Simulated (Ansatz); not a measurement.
# Mo wire along [111], 13 atoms a period: bands along the axis

Wanted: the relaxed geometry and the bands of the Mo wire along [111], 13 atoms a period.

Method: DFT PBE, plane waves, PAW; relaxation of a wire's period; PAW set soft_1, in the first sound run; inputs show where later runs differ, in Ansatz 0.2.0.

**1. The structure**

The cell holds 13 atoms: 13 Mo. Its edges and angles: a = 15.738 Å, b = 14.540 Å, c = 2.737 Å, α = 90.0°, β = 90.0°, γ = 90.0°. Vacuum lies along a and b. The structure's axis is c.

**2. Relaxation of atoms and period**

Band widths follow the bond lengths, so the wire is relaxed first. The atoms and the third cell vector are free; the box across stays fixed as vacuum. A Fermi-Dirac smearing is set since the result may be a metal. The pressure printed is a third of the stress's trace over the whole box, vacuum included; only the stress along the axis is relaxed.

input.yaml reads:

```yaml
crystal:
  lattice:
    - [15.738, 0.0, 0.0]
    - [0.0, 14.54, 0.0]
    - [0.0, 0.0, 2.736640276]
  atoms:
    - { symbol: Mo, position: [0.216037616, 0.500013328, 0.0] }
    - { symbol: Mo, position: [0.358016103, 0.766188967, 0.0] }
    - { symbol: Mo, position: [0.49999459, 0.500013328, 0.0] }
    - { symbol: Mo, position: [0.641973077, 0.766188967, 0.0] }
    - { symbol: Mo, position: [0.358016103, 0.411288115, 0.333333333] }
    - { symbol: Mo, position: [0.49999459, 0.677463754, 0.333333333] }
    - { symbol: Mo, position: [0.641973077, 0.411288115, 0.333333333] }
    - { symbol: Mo, position: [0.358016103, 0.588738541, 0.666666667] }
    - { symbol: Mo, position: [0.49999459, 0.322562902, 0.666666667] }
    - { symbol: Mo, position: [0.641973077, 0.588738541, 0.666666667] }
    - { symbol: Mo, position: [0.358016103, 0.233837689, 0.0] }
    - { symbol: Mo, position: [0.641973077, 0.233837689, 0.0] }
    - { symbol: Mo, position: [0.783951564, 0.500013328, 0.0] }
kpoints:
  mp_grid: { grid: [1, 1, 30] }
scf:
  occupations: { method: fermi_dirac, width: 0.05 }
hamiltonian:
  xc: pbe
  pseudopotentials: { kind: paw, azcp: { folder: soft_1 } }
relax:
  cell: { fix: [a, b, alpha, beta, gamma] }
  max_steps: 45
  f_tol: 0.03
```

Command:

```sh
> ansatz run input.yaml --threads 4 --pin off --max-ram 16384MiB --backend cpu --events-out ev --progress --plain --runs-dir out
```

Numbers of over 12 decimals in the logs are rounded to 6 here.

The log of the run:

```text
Engine: ansatz 0.2.0, aarch64-unknown-linux-gnu
Pseudopotentials: kind: paw
Pseudopotential: Mo, paw, valence charge 14, recommended cutoff 420 eV (normal), soft_1/Mo.paw.azcp
Functional definition: PBE
  parameter kappa = 0.804
  parameter beta = 0.066725
  exchange = pbe_x(kappa = kappa, mu = beta*pi^2/3)
  correlation = pbe_c(beta = beta)
Crystal: 13 atoms, lattice volume = 626.227 Å³
Basis set: ecut = 420 eV, 12289 PW (Γ), exchange–correlation on 216×200×40 points (8 copies of the dense FFT grid, shifted against one another)
Bands: 110, of which v1, the nominal top of the filled ones, is band 91 counted from 1 (90 counted from 0)
Symmetry: 4 space group operations
Space group: P2/m (ITA 10), of the structure as read, at distance tolerance 8.6e-5 Å
k-points: 16 of 30
Non-local potential: Mo, projectors of the file, l = 0: 3, l = 1: 2, l = 2: 2, l = 3: 1
PAW form: soft (Blöchl's): semilocal exchange-correlation on the pseudo side does not see the compensation charge
PAW one-centre angular grid: Mo, 590 points (default); XC on 64 Gauss nodes
Initial density: superposition of atomic densities (neutral atoms: chi_scale 0, normalization atom)
Initial wavefunctions: pseudopotential atomic-orbital guess
Functional: x = pbe(κ = 0.804, μ = 0.219515), c = pbe(β = 0.066725)
SCF iter   1: F=—  HF=-64422.347412 eV  |F-HF|=—  |Δ(HF+E_count)|=         —  Δρ=6.62e-2  dr2=1.69e2  ethr=3.10e-3  ⟨swp⟩=9.1  Hψ=7923  notcnv=0
preconditioner: auto → LDOS  [metal: Δε(μ)=0.005 eV  Ē_g=3.851 eV  σ=0.050 eV  W_gap=0.02  n_scr=92 (ndim 8)  ℏωp=13.1 eV  f_vac=0.498  D(μ)=19.19/eV (n_scr^D=110)  β→1.0]
SCF iter   2: F=—  HF=-64411.619365 eV  |F-HF|=—  |Δ(HF+E_count)|=    1.07e1  Δρ=4.17e-2  dr2=3.82e1  ethr=3.10e-3  ⟨swp⟩=4.3  Hψ=4964  notcnv=0  defer=14
SCF iter   3: F=—  HF=-64408.617623 eV  |F-HF|=—  |Δ(HF+E_count)|=    3.00e0  Δρ=1.04e-2  dr2=2.63e0  ethr=3.10e-3  ⟨swp⟩=3.8  Hψ=4289  notcnv=0  defer=16
SCF iter   4: F=—  HF=-64408.222535 eV  |F-HF|=—  |Δ(HF+E_count)|=   3.95e-1  Δρ=3.21e-3  dr2=1.32e-1  ethr=1.44e-3  ⟨swp⟩=2.4  Hψ=2674  notcnv=0  defer=16
SCF iter   5: F=—  HF=-64408.223124 eV  |F-HF|=—  |Δ(HF+E_count)|=   5.89e-4  Δρ=1.38e-3  dr2=2.58e-2  ethr=7.28e-5  ⟨swp⟩=4.1  Hψ=3969  notcnv=0  defer=17
SCF iter   6: F=—  HF=-64408.224199 eV  |F-HF|=—  |Δ(HF+E_count)|=   1.07e-3  Δρ=5.42e-4  dr2=2.47e-3  ethr=1.42e-5  ⟨swp⟩=2.1  Hψ=2559  notcnv=0  defer=16
SCF iter   7: F=—  HF=-64408.224541 eV  |F-HF|=—  |Δ(HF+E_count)|=   3.42e-4  Δρ=1.83e-4  dr2=2.85e-4  ethr=1.36e-6  ⟨swp⟩=2.6  Hψ=2939  notcnv=0  defer=16
SCF iter   8: F=—  HF=-64408.224753 eV  |F-HF|=—  |Δ(HF+E_count)|=   2.12e-4  Δρ=6.94e-5  dr2=5.79e-5  ethr=1.57e-7  ⟨swp⟩=2.2  Hψ=2427  notcnv=0  defer=16
SCF iter   9: F=—  HF=-64408.224394 eV  |F-HF|=—  |Δ(HF+E_count)|=   3.59e-4  Δρ=2.58e-5  dr2=7.20e-6  ethr=3.18e-8  ⟨swp⟩=2.9  Hψ=3469  notcnv=0  defer=16
SCF iter  10: F=—  HF=-64408.224396 eV  |F-HF|=—  |Δ(HF+E_count)|=   2.40e-6  Δρ=1.08e-5  dr2=8.10e-7  ethr=3.95e-9  ⟨swp⟩=2.2  Hψ=2589  notcnv=0  defer=16
SCF iter  11: F=—  HF=-64408.224397 eV  |F-HF|=—  |Δ(HF+E_count)|=   5.99e-7  Δρ=4.68e-6  dr2=1.79e-7  ethr=5.49e-11  ⟨swp⟩=6.2  Hψ=6861  notcnv=0
SCF iter  12: F=-64408.224397 eV  HF=-64408.224397 eV  |F-HF|=6.98e-10  |Δ(HF+E_count)|=   1.43e-7  Δρ=1.34e-6  dr2=1.92e-8  ethr=5.49e-11  ⟨swp⟩=4.9  Hψ=5514  notcnv=0
SCF 1 converged in 12 iterations: F = -64408.224397 eV  dr2 = 1.92e-8
  greatest PAW one-centre occupation: 0.999 electrons in one spin orbital (limit 2), on the Mo atom at site 2 (counted from 0), in its partial waves of l = 0
relax step   1: F+E_penalty+E_count = -64408.22439673 eV  Δ(F+E_penalty+E_count) = +0.000e0 eV  max|allowed force component| = 2.947e0 eV/Å  Δτ_max = 0.0000 Å  P = -6.831 GPa  Ω = 626.227 Å³  fix = [a, b, alpha, beta, gamma]  reactions: a -6.086, b -6.145 GPa; alpha -0.027 GPa/rad  (12 SCF iters, dr2 threshold 1.00e-7 eV, accepted)
Crystal: 13 atoms, lattice volume = 608.053 Å³
Basis set: ecut = 420 eV, 11957 PW (Γ), exchange–correlation on 216×200×40 points (8 copies of the dense FFT grid, shifted against one another)
Initial density: handed on by an earlier stage of this run
Initial wavefunctions: those handed on with the density
iter 1 solved again at ethr=2.73e-3 eV; its pass at ethr=3.10e-3 eV (dr2=4.96e0 eV) is discarded
SCF iter   1: F=—  HF=-64412.274163 eV  |F-HF|=—  |Δ(HF+E_count)|=         —  Δρ=1.95e-2  dr2=5.14e0  ethr=2.73e-3  ⟨swp⟩=1.0  Hψ=10709  notcnv=0
preconditioner: auto → LDOS  [metal: Δε(μ)=0.008 eV  Ē_g=3.600 eV  σ=0.050 eV  W_gap=0.04  n_scr=92 (ndim 8)  ℏωp=13.3 eV  f_vac=0.531  D(μ)=12.30/eV (n_scr^D=68)  β→1.0]
SCF iter   2: F=—  HF=-64412.238759 eV  |F-HF|=—  |Δ(HF+E_count)|=   3.54e-2  Δρ=1.50e-2  dr2=5.14e0  ethr=2.73e-3  ⟨swp⟩=3.6  Hψ=3358  notcnv=0  defer=2
SCF iter   3: F=—  HF=-64411.866548 eV  |F-HF|=—  |Δ(HF+E_count)|=   3.72e-1  Δρ=3.04e-3  dr2=1.99e-1  ethr=2.73e-3  ⟨swp⟩=2.4  Hψ=2446  notcnv=0  defer=33
SCF iter   4: F=—  HF=-64411.864017 eV  |F-HF|=—  |Δ(HF+E_count)|=   2.53e-3  Δρ=8.15e-4  dr2=7.17e-3  ethr=1.10e-4  ⟨swp⟩=2.4  Hψ=2510  notcnv=0  defer=36
SCF iter   5: F=—  HF=-64411.864626 eV  |F-HF|=—  |Δ(HF+E_count)|=   6.09e-4  Δρ=2.97e-4  dr2=1.18e-3  ethr=3.94e-6  ⟨swp⟩=2.5  Hψ=2993  notcnv=0  defer=36
SCF iter   6: F=—  HF=-64411.864616 eV  |F-HF|=—  |Δ(HF+E_count)|=   9.80e-6  Δρ=1.12e-4  dr2=6.84e-5  ethr=6.51e-7  ⟨swp⟩=2.0  Hψ=2414  notcnv=0  defer=36
SCF iter   7: F=—  HF=-64411.864699 eV  |F-HF|=—  |Δ(HF+E_count)|=   8.30e-5  Δρ=3.72e-5  dr2=8.07e-6  ethr=3.76e-8  ⟨swp⟩=3.1  Hψ=3311  notcnv=0  defer=36
SCF iter   8: F=-64411.864706 eV  HF=-64411.864706 eV  |F-HF|=6.10e-7  |Δ(HF+E_count)|=   6.39e-6  Δρ=1.25e-5  dr2=8.84e-7  ethr=7.14e-10  ⟨swp⟩=5.7  Hψ=6696  notcnv=0
SCF 2 converged in 8 iterations: F = -64411.864706 eV  dr2 = 8.84e-7
  greatest PAW one-centre occupation: 0.999 electrons in one spin orbital (limit 2), on the Mo atom at site 8 (counted from 0), in its partial waves of l = 0
relax step   2: F+E_penalty+E_count = -64411.86470635 eV  Δ(F+E_penalty+E_count) = -3.640e0 eV  max|allowed force component| = 5.602e-1 eV/Å  Δτ_max = 0.1950 Å  P = -1.528 GPa  Ω = 608.053 Å³  energy of the carried Pulay correction = +1.322e-3 eV  fix = [a, b, alpha, beta, gamma]  reactions: a -1.352, b -1.354 GPa; alpha -0.002 GPa/rad  (8 SCF iters, dr2 threshold 1.30e-6 eV, accepted)
Crystal: 13 atoms, lattice volume = 600.633 Å³
Basis set: ecut = 420 eV, 11805 PW (Γ), exchange–correlation on 216×200×40 points (8 copies of the dense FFT grid, shifted against one another)
iter 1 solved again at ethr=1.39e-3 eV; its pass at ethr=3.10e-3 eV (dr2=2.52e0 eV) is discarded
SCF iter   1: F=—  HF=-64412.041654 eV  |F-HF|=—  |Δ(HF+E_count)|=         —  Δρ=1.13e-2  dr2=2.83e0  ethr=1.39e-3  ⟨swp⟩=1.8  Hψ=8873  notcnv=0
preconditioner: auto → LDOS  [metal: Δε(μ)=0.032 eV  Ē_g=3.783 eV  σ=0.050 eV  W_gap=0.15  n_scr=92 (ndim 8)  ℏωp=13.4 eV  f_vac=0.542  D(μ)=13.39/eV (n_scr^D=70)  β→1.0]
SCF iter   2: F=—  HF=-64411.980399 eV  |F-HF|=—  |Δ(HF+E_count)|=   6.13e-2  Δρ=7.78e-3  dr2=1.37e0  ethr=1.39e-3  ⟨swp⟩=3.0  Hψ=2715  notcnv=0
SCF iter   3: F=—  HF=-64411.898168 eV  |F-HF|=—  |Δ(HF+E_count)|=   8.22e-2  Δρ=2.77e-3  dr2=2.31e-1  ethr=7.50e-4  ⟨swp⟩=2.2  Hψ=2785  notcnv=0  defer=45
SCF iter   4: F=—  HF=-64411.885902 eV  |F-HF|=—  |Δ(HF+E_count)|=   1.23e-2  Δρ=5.29e-4  dr2=5.84e-3  ethr=1.27e-4  ⟨swp⟩=2.0  Hψ=2496  notcnv=0  defer=48
SCF iter   5: F=—  HF=-64411.884917 eV  |F-HF|=—  |Δ(HF+E_count)|=   9.85e-4  Δρ=2.18e-4  dr2=1.57e-3  ethr=3.21e-6  ⟨swp⟩=2.2  Hψ=2731  notcnv=0  defer=48
SCF iter   6: F=—  HF=-64411.884903 eV  |F-HF|=—  |Δ(HF+E_count)|=   1.42e-5  Δρ=5.24e-5  dr2=3.34e-5  ethr=8.63e-7  ⟨swp⟩=1.8  Hψ=1945  notcnv=0  defer=48
SCF iter   7: F=—  HF=-64411.884663 eV  |F-HF|=—  |Δ(HF+E_count)|=   2.40e-4  Δρ=1.78e-5  dr2=9.23e-6  ethr=1.84e-8  ⟨swp⟩=2.6  Hψ=2818  notcnv=0  defer=47
SCF iter   8: F=-64411.884663 eV  HF=-64411.884663 eV  |F-HF|=1.94e-7  |Δ(HF+E_count)|=   7.82e-7  Δρ=8.18e-6  dr2=5.84e-7  ethr=7.14e-10  ⟨swp⟩=3.9  Hψ=6657  notcnv=0
SCF 3 converged in 8 iterations: F = -64411.884663 eV  dr2 = 5.84e-7
relax step   3: F+E_penalty+E_count = -64411.88466322 eV  Δ(F+E_penalty+E_count) = -1.996e-2 eV  max|allowed force component| = 4.272e-1 eV/Å  Δτ_max = 0.1050 Å  P = +1.991 GPa  Ω = 600.633 Å³  energy of the carried Pulay correction = +1.873e-3 eV  fix = [a, b, alpha, beta, gamma]  reactions: a +1.974, b +1.939 GPa; alpha +0.011 GPa/rad  (8 SCF iters, dr2 threshold 1.30e-6 eV, accepted)
Crystal: 13 atoms, lattice volume = 604.152 Å³
Basis set: ecut = 420 eV, 11885 PW (Γ), exchange–correlation on 216×200×40 points (8 copies of the dense FFT grid, shifted against one another)
iter 1 solved again at ethr=1.13e-3 eV; its pass at ethr=3.10e-3 eV (dr2=2.06e0 eV) is discarded
SCF iter   1: F=—  HF=-64412.106871 eV  |F-HF|=—  |Δ(HF+E_count)|=         —  Δρ=8.14e-3  dr2=1.95e0  ethr=1.13e-3  ⟨swp⟩=1.4  Hψ=8096  notcnv=0
preconditioner: auto → LDOS  [metal: Δε(μ)=0.046 eV  Ē_g=3.629 eV  σ=0.050 eV  W_gap=0.23  n_scr=92 (ndim 8)  ℏωp=13.3 eV  f_vac=0.535  D(μ)=13.19/eV (n_scr^D=68)  β→1.0]
SCF iter   2: F=—  HF=-64412.081715 eV  |F-HF|=—  |Δ(HF+E_count)|=   2.52e-2  Δρ=6.79e-3  dr2=1.12e0  ethr=1.07e-3  ⟨swp⟩=2.7  Hψ=2574  notcnv=0
SCF iter   3: F=—  HF=-64412.023663 eV  |F-HF|=—  |Δ(HF+E_count)|=   5.81e-2  Δρ=1.96e-3  dr2=1.14e-1  ethr=6.15e-4  ⟨swp⟩=2.3  Hψ=2486  notcnv=0  defer=6
SCF iter   4: F=—  HF=-64412.016845 eV  |F-HF|=—  |Δ(HF+E_count)|=   6.82e-3  Δρ=3.13e-4  dr2=1.91e-3  ethr=6.25e-5  ⟨swp⟩=2.0  Hψ=2720  notcnv=0  defer=19
SCF iter   5: F=—  HF=-64412.016726 eV  |F-HF|=—  |Δ(HF+E_count)|=   1.19e-4  Δρ=9.39e-5  dr2=1.98e-4  ethr=1.05e-6  ⟨swp⟩=2.0  Hψ=2385  notcnv=0  defer=19
SCF iter   6: F=—  HF=-64412.016411 eV  |F-HF|=—  |Δ(HF+E_count)|=   3.15e-4  Δρ=3.55e-5  dr2=9.81e-6  ethr=1.09e-7  ⟨swp⟩=2.0  Hψ=2439  notcnv=0  defer=19
SCF iter   7: F=-64412.016414 eV  HF=-64412.016414 eV  |F-HF|=5.45e-7  |Δ(HF+E_count)|=   3.02e-6  Δρ=1.12e-5  dr2=9.41e-7  ethr=7.14e-10  ⟨swp⟩=5.8  Hψ=6802  notcnv=0
SCF 4 converged in 7 iterations: F = -64412.016414 eV  dr2 = 9.41e-7
relax step   4: F+E_penalty+E_count = -64412.01641421 eV  Δ(F+E_penalty+E_count) = -1.318e-1 eV  max|allowed force component| = 8.031e-2 eV/Å  Δτ_max = 0.0542 Å  P = -0.189 GPa  Ω = 604.152 Å³  energy of the carried Pulay correction = +1.611e-3 eV  fix = [a, b, alpha, beta, gamma]  reactions: a -0.225, b -0.242 GPa; alpha +0.017 GPa/rad  (7 SCF iters, dr2 threshold 1.30e-6 eV, accepted)
Crystal: 13 atoms, lattice volume = 604.184 Å³
iter 1 solved again at ethr=3.19e-5 eV; its pass at ethr=3.10e-3 eV (dr2=5.80e-2 eV) is discarded
SCF iter   1: F=—  HF=-64412.021931 eV  |F-HF|=—  |Δ(HF+E_count)|=         —  Δρ=1.45e-3  dr2=5.90e-2  ethr=3.19e-5  ⟨swp⟩=1.7  Hψ=6725  notcnv=0
preconditioner: auto → LDOS  [metal: Δε(μ)=0.009 eV  Ē_g=3.653 eV  σ=0.050 eV  W_gap=0.04  n_scr=92 (ndim 8)  ℏωp=13.3 eV  f_vac=0.536  D(μ)=13.42/eV (n_scr^D=70)  β→1.0]
SCF iter   2: F=—  HF=-64412.020200 eV  |F-HF|=—  |Δ(HF+E_count)|=   1.73e-3  Δρ=9.27e-4  dr2=1.80e-2  ethr=3.19e-5  ⟨swp⟩=2.0  Hψ=2277  notcnv=0
SCF iter   3: F=—  HF=-64412.019356 eV  |F-HF|=—  |Δ(HF+E_count)|=   8.44e-4  Δρ=3.81e-4  dr2=3.96e-3  ethr=9.88e-6  ⟨swp⟩=2.0  Hψ=2334  notcnv=0
SCF iter   4: F=—  HF=-64412.019153 eV  |F-HF|=—  |Δ(HF+E_count)|=   2.03e-4  Δρ=6.95e-5  dr2=9.87e-5  ethr=2.18e-6  ⟨swp⟩=2.0  Hψ=2210  notcnv=0
SCF iter   5: F=—  HF=-64412.018843 eV  |F-HF|=—  |Δ(HF+E_count)|=   3.10e-4  Δρ=2.51e-5  dr2=1.86e-5  ethr=5.42e-8  ⟨swp⟩=2.0  Hψ=2362  notcnv=0
SCF iter   6: F=—  HF=-64412.018842 eV  |F-HF|=—  |Δ(HF+E_count)|=   4.77e-7  Δρ=6.06e-6  dr2=4.82e-7  ethr=1.02e-8  ⟨swp⟩=1.8  Hψ=2023  notcnv=0
SCF iter   7: F=-64412.018842 eV  HF=-64412.018842 eV  |F-HF|=2.40e-8  |Δ(HF+E_count)|=   2.28e-8  Δρ=1.93e-6  dr2=4.79e-8  ethr=2.21e-10  ⟨swp⟩=5.1  Hψ=5998  notcnv=0
SCF 5 converged in 7 iterations: F = -64412.018842 eV  dr2 = 4.79e-8
relax step   5: F+E_penalty+E_count = -64412.01884242 eV  Δ(F+E_penalty+E_count) = -2.428e-3 eV  max|allowed force component| = 2.240e-2 eV/Å  Δτ_max = 0.0110 Å  P = -0.032 GPa  Ω = 604.184 Å³  energy of the carried Pulay correction = +1.608e-3 eV  fix = [a, b, alpha, beta, gamma]  reactions: a -0.042, b -0.059 GPa; alpha +0.017 GPa/rad  (7 SCF iters, dr2 threshold 4.03e-7 eV, accepted)
Basis set: ecut = 420 eV, 11885 PW (Γ), exchange–correlation on 216×200×36 points (8 copies of the dense FFT grid, shifted against one another)
Initial wavefunctions: pseudopotential atomic-orbital guess (no wavefunctions were taken with the density)
iter 1 solved again at ethr=7.97e-7 eV; its pass at ethr=3.10e-3 eV (dr2=1.45e-3 eV) is discarded
SCF iter   1: F=—  HF=-64412.016808 eV  |F-HF|=—  |Δ(HF+E_count)|=         —  Δρ=5.00e-5  dr2=2.46e-6  ethr=7.97e-7  ⟨swp⟩=4.4  Hψ=12754  notcnv=0
eigensolver tolerance schedule: the retry pair's looser diagonalisation over-reported the residual by 589.00 of it (diagonalisation noise at 0.18 of the residual, at the tolerance the schedule requests for it); recorded, not acted on — ethr = c·dr2/N_el stays at c = 1.0e-1
preconditioner: auto → LDOS  [metal: Δε(μ)=0.023 eV  Ē_g=3.650 eV  σ=0.050 eV  W_gap=0.11  n_scr=92 (ndim 8)  ℏωp=13.3 eV  f_vac=0.536  D(μ)=13.39/eV (n_scr^D=70)  β→1.0]
SCF iter   2: F=—  HF=-64412.016961 eV  |F-HF|=—  |Δ(HF+E_count)|=   1.53e-4  Δρ=9.10e-6  dr2=3.64e-7  ethr=1.35e-9  ⟨swp⟩=3.4  Hψ=3963  notcnv=0
SCF iter   3: F=—  HF=-64412.016961 eV  |F-HF|=—  |Δ(HF+E_count)|=   9.75e-8  Δρ=2.94e-6  dr2=9.64e-8  ethr=2.00e-10  ⟨swp⟩=2.1  Hψ=3235  notcnv=0
SCF iter   4: F=—  HF=-64412.016961 eV  |F-HF|=—  |Δ(HF+E_count)|=   1.78e-8  Δρ=7.38e-7  dr2=5.79e-9  ethr=5.30e-11  ⟨swp⟩=3.4  Hψ=3742  notcnv=0
SCF iter   5: F=—  HF=-64412.016961 eV  |F-HF|=—  |Δ(HF+E_count)|=  9.39e-10  Δρ=1.60e-7  dr2=3.22e-10  ethr=3.18e-12  ⟨swp⟩=2.8  Hψ=3483  notcnv=0
SCF iter   6: F=-64412.016961 eV  HF=-64412.016961 eV  |F-HF|=8.73e-11  |Δ(HF+E_count)|=  2.18e-11  Δρ=7.65e-8  dr2=1.25e-10  ethr=1.00e-12  ⟨swp⟩=5.0  Hψ=6216  notcnv=0
SCF 6 converged in 6 iterations: F = -64412.016961 eV  dr2 = 1.25e-10
relax step   6: F+E_penalty+E_count = -64412.01696065 eV  Δ(F+E_penalty+E_count) = +1.882e-3 eV  max|allowed force component| = 2.227e-2 eV/Å  Δτ_max = 0.0000 Å  P = -0.029 GPa  Ω = 604.184 Å³  fix = [a, b, alpha, beta, gamma]  reactions: a -0.039, b -0.056 GPa; alpha +0.017 GPa/rad  stress off target by 8.77e-3 GPa on what of the cell is left free  SCF on the basis re-selected at this cell (its energy is not comparable with the rows above)  (6 SCF iters)
basis re-selected at this cell: Δ(F+E_penalty+E_count) = +1.882e-3 eV, ΔP = +0.003 GPa vs the last step (what re-selecting the basis moved, of the pressure what is left beyond the Pulay correction that the steps carried, after the strain that the cell walked since its last selection, with what the two solves' SCF thresholds leave and, on support functions, any second-order correction that the steps lacked; it is no measure of the basis error at this ecutwfc). The dense FFT grid was sized anew with the basis: this SCF ran on 108×100×18 points, the steps before it on 108×100×20, so part of this shift can come from that change (see relax.cell in the input reference). [rest of the remark cut]
SCF converged after 6 iterations
Free energy (F): -64412.016961 eV
Harris-Foulkes:  -64412.016961 eV  (|F-HF|=8.73e-11)
Internal energy: -64411.907697 eV  (E = F + TS)
E sigma→0 (E₀):  -64411.962329 eV
Entropy (-TS):   -0.109263 eV (-8.405 meV/atom)
Fermi energy:    4.654008 eV
--- Per-component energies (eV) ---
  E_band       = -3646.795740
  E_kinetic    = 5491.895570
  E_local      = -97148.960666  (includes V_loc(G=0)·N_el)
  E_nonlocal   = 1954.380198
  E_hartree    = 45492.409951
  E_xc         = -2277.099071
  E_vxc        = -2837.009794  (∫ρ·V_xc dr)
  E_paw        = -41763.399650  (= ΣΔE_a)
  E_vpaw       = -2091.924930  (= ΣTr[D̂ρ^β])
  E_aug_tail   = 0.000643  (compensation charges beyond the density's cutoff)
  E_ewald      = 23838.865327
  E_smearing   = -0.109263  (= −TS)
  E_closure    = 0.000000  (closes the sum)
  Σ components = -64412.016961   (vs F -64412.016961, Δ=0.00e0)
--- Forces (eV/Å), atoms counted from 1 ---
  atom   1  Mo     0.02227250     0.00000000     0.00000000
  atom   2  Mo     0.01058088    -0.01563293     0.00033352
  atom   3  Mo     0.00000000     0.00000000     0.00000000
  atom   4  Mo    -0.01058088    -0.01563293     0.00033352
  atom   5  Mo    -0.01644556    -0.00714581    -0.00864919
  atom   6  Mo     0.00000000     0.01657143    -0.00811378
  atom   7  Mo     0.01644556    -0.00714581    -0.00864919
  atom   8  Mo    -0.01644556     0.00714581     0.00864919
  atom   9  Mo     0.00000000    -0.01657143     0.00811378
  atom  10  Mo     0.01644556     0.00714581     0.00864919
  atom  11  Mo     0.01058088     0.01563293    -0.00033352
  atom  12  Mo    -0.01058088     0.01563293    -0.00033352
  atom  13  Mo    -0.02227250    -0.00000000    -0.00000000
  max |Σ_I F_I| component: 7.05e-19 eV/Å
--- Stress (GPa, compression-positive) ---
       -0.038716       0.000000       0.000000
        0.000000      -0.056321      -0.016707
        0.000000      -0.016707       0.008767
  P = ⅓ Tr σ = -0.0288 GPa (-0.288 kbar)
--- Relaxed structure (5 steps of the walk, 5 accepted, 1 SCFs on fresh bases) ---
  F+E_penalty+E_count = -64412.01696065 eV   max|allowed force component| = 2.227e-2 eV/Å   (the final SCF, on the basis selected at the relaxed cell)
  cell:  # Å, volume = 604.1844 Å³
    - [15.738, 0, 0]
    - [0, 14.54, 0]
    - [0, 0, 2.640314]
  atoms:
    - { symbol: Mo, position: [0.230083, 0.500013, 8.743891420286282e-18] }
    - { symbol: Mo, position: [0.365090, 0.753117, 0.00138502] }
    - { symbol: Mo, position: [0.499995, 0.500013, -2.235533779961907e-19] }
    - { symbol: Mo, position: [0.634899, 0.753117, 0.00138502] }
    - { symbol: Mo, position: [0.352833, 0.408026, 0.305485] }
    - { symbol: Mo, position: [0.499995, 0.683890, 0.307428] }
    - { symbol: Mo, position: [0.647156, 0.408026, 0.305485] }
    - { symbol: Mo, position: [0.352833, 0.592000, 0.694515] }
    - { symbol: Mo, position: [0.499995, 0.316137, 0.692572] }
    - { symbol: Mo, position: [0.647156, 0.592000, 0.694515] }
    - { symbol: Mo, position: [0.365090, 0.246910, -0.00138502] }
    - { symbol: Mo, position: [0.634899, 0.246910, -0.00138502] }
    - { symbol: Mo, position: [0.769906, 0.500013, -9.19099817627866e-18] }
```

Elapsed: 2.7 min, on 4 threads of Arm Neoverse V1, shared host; peak memory 2 GiB; 10 min of CPU time.

[end of part 1 of 2]

[Logs are printed without paths, hosts, clocks, repeated set-up lines and the standing remarks that a program may print on its own settings, such as how far it seeks lower states.]

[Hosts, paths, dates, database ids (printed as entryN), source tags and the programs' standing remarks are cut or masked in the printed files.]
